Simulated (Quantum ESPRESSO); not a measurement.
Consider YBRh3 (Pm-3m).

```cif
data_structure
_symmetry_space_group_name_H-M 'P 1'
_symmetry_Int_Tables_number 1
_cell_length_a 4.1641
_cell_length_b 4.1641
_cell_length_c 4.1641
_cell_angle_alpha 90.000
_cell_angle_beta 90.000
_cell_angle_gamma 90.000
_cell_volume 72.20
loop_
_atom_site_label
_atom_site_type_symbol
_atom_site_fract_x
_atom_site_fract_y
_atom_site_fract_z
_atom_site_occupancy
Rh1 Rh 0.50000 0.50000 0.00000 1
Rh2 Rh 0.50000 0.00000 0.50000 1
Rh3 Rh 0.00000 0.50000 0.50000 1
Y4 Y 0.00000 0.00000 0.00000 1
B5 B 0.50000 0.50000 0.50000 1
```

Absorber: atom 5, with 6 Rh at 2.08 Å (octahedral, site symmetry m-3m). Method: Quantum ESPRESSO XSpectra, LDA, excited-electron core hole (neutral cell), 10-atom cell with 5.9 Å between holes, 7×7×7 k points, dipole transitions, Lorentzian half width 0.3 eV up to 4 eV, rising linearly to 2.5 eV at 25 eV.

Question: Where do the maxima of the B K edge fall?

Main maxima up to 24 eV above the zero (height): 1.2 eV (2.30), 4.2 eV (1.67), 7.4 eV (1.47) and 14.0 eV (0.90). A K edge sees empty p states on the absorber. The total-energy difference is 190.67 eV. One term is added: -5.56 eV, since the hole is spin-paired here and a spin-polarised one costs that much less in the free atom (computed apart). The photon energy is then 185.11 eV. The functional leaves an error in such absolute values: in the free atom LDA prices this hole 2.2 eV below PBE (computed apart), and PBE is itself good to a few eV.

The B K spectrum (energy from the energy zero of the input (xe0, at the border of filled and empty states); intensity scaled to a mean of 1 over the first 20 eV; the points at xe0, where the cut of filled states can leave a spike, are interpolated):

```
E (eV)  intensity
  -2.0       0.05
  -1.5       0.07
  -1.0       0.10
  -0.5       0.15
   0.0       0.30
   0.5       0.71
   1.0       2.01
   1.5       1.94
   2.0       1.80
   2.5       1.26
   3.0       1.32
   3.5       1.49
   4.0       1.64
   4.5       1.53
   5.0       1.10
   5.5       0.94
   6.0       1.00
   6.5       1.21
   7.0       1.41
   7.5       1.44
   8.0       1.16
   8.5       0.91
   9.0       0.73
   9.5       0.64
  10.0       0.62
  10.5       0.63
  11.0       0.65
  11.5       0.70
  12.0       0.76
  12.5       0.82
  13.0       0.86
  13.5       0.89
  14.0       0.90
  14.5       0.89
  15.0       0.86
  15.5       0.83
  16.0       0.81
  16.5       0.79
  17.0       0.77
  17.5       0.75
  18.0       0.74
  18.5       0.71
  19.0       0.68
  19.5       0.64
  20.0       0.60
  20.5       0.56
  21.0       0.54
  21.5       0.52
  22.0       0.51
  22.5       0.52
  23.0       0.52
  23.5       0.53
  24.0       0.54
  24.5       0.55
  25.0       0.55
  25.5       0.56
  26.0       0.56
  26.5       0.56
  27.0       0.56
  27.5       0.55
  28.0       0.55
  28.5       0.54
  29.0       0.53
  29.5       0.53
  30.0       0.52
  30.5       0.52
  31.0       0.52
  31.5       0.53
  32.0       0.53
```

The holes are only 5.9 Å apart, so the shape is probably not converged with cell size; no larger cell was run here. Lifetime broadening is put in by hand, and intensities beyond about 20 eV depend on it and on the partial waves; weight that the partial waves miss at high energy is lost. The structure is a published determination, not relaxed.

[Banner, clock and machine lines of the logs are left out without a mark of their own.]

[Logs are printed without paths, hosts, clocks, repeated set-up lines and the standing remarks that a program may print on its own settings, such as how far it seeks lower states.]

[Hosts, paths, dates, database ids (printed as entryN), source tags and the programs' standing remarks are cut or masked in the printed files.]

[Lists of maxima count a maximum above −3 eV only where it reaches 4 % of the highest in the window and stands out from its surroundings by 2 % of it (1.5 % where it reaches 55 %); shoulders and weaker maxima are passed over, and of the rest the first, up to two pre-edge ones and the few strongest are named.]
